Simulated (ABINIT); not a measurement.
Records of electronic-structure calculations.

```xyz
2
Lattice="0.000 2.179 2.179 2.179 0.000 2.179 2.179 2.179 0.000" Properties=species:S:1:pos:R:3 pbc="T T T" subject="SiC (F-43m): G0W0 with ABINIT, start to end" method="RPA screening on PBE, plane waves, norm-conserving pseudopotentials (and 2 further levels or steps)" program="ABINIT 10.8.3" settings="cutoff 37 Ha, PseudoDojo scalar-relativistic 0.4.1 standard, norm-conserving, potential set dojo-sr-pbe-0.4.1-standard, ngkpt (6, 6, 6), nband 157, ecuteps 9.6 Ha, inclvkb 2, shiftk (0, 0, 0), symchi 1, awtr 1, frequency ppm, 6×6×6 k-mesh" cost="5 runs, 1.8 min in all on 4 MPI ranks of Arm Neoverse V1, shared host" notes="The cell and positions come from the Crystallography Open Database and are kept as given unless a step says otherwise." pbe_gap="1.36 eV, indirect" g0w0_gap_on_the_mesh="2.12 eV" gw_settings="6×6×6 mesh, 157 bands, screening to 261.2 eV, Godby-Needs plasmon pole" known_limits="short of the basis limit"
Si    0.000    0.000    0.000
C     1.089    1.090    1.089
```

[Long decimals in the printed logs are rounded to 6 places.]

[Logs are printed without paths, hosts, clocks, repeated set-up lines and the standing remarks that a program may print on its own settings, such as how far it seeks lower states.]

[Paths, hosts, dates, memory and timing lines, banners, echoed tables and standing remarks are left out of the program output; an Ansatz launch command may be rebuilt from the run's recorded settings. Measured values are a selection of at most five: reports struck by readers or far from the other reports are left out. None is set beside runs whose start may be inverted or whose files or cutoffs have a known fault.]

[Runs of the session that timed out or met a known fault of the program may be left out.]

[Hosts, paths, dates, database ids (printed as entryN), source tags and the programs' standing remarks are cut or masked in the printed files.]

[G0W0 gaps are taken among the corrected bands and points alone; a level outside them can change the order at an edge.]

[Where Ansatz stands beside ABINIT at settings called matched, ABINIT's density can come from a denser mesh and the files from another edition; pairs whose starting gaps differed by over 0.03 eV were left out, so agreement reads better than it is.]
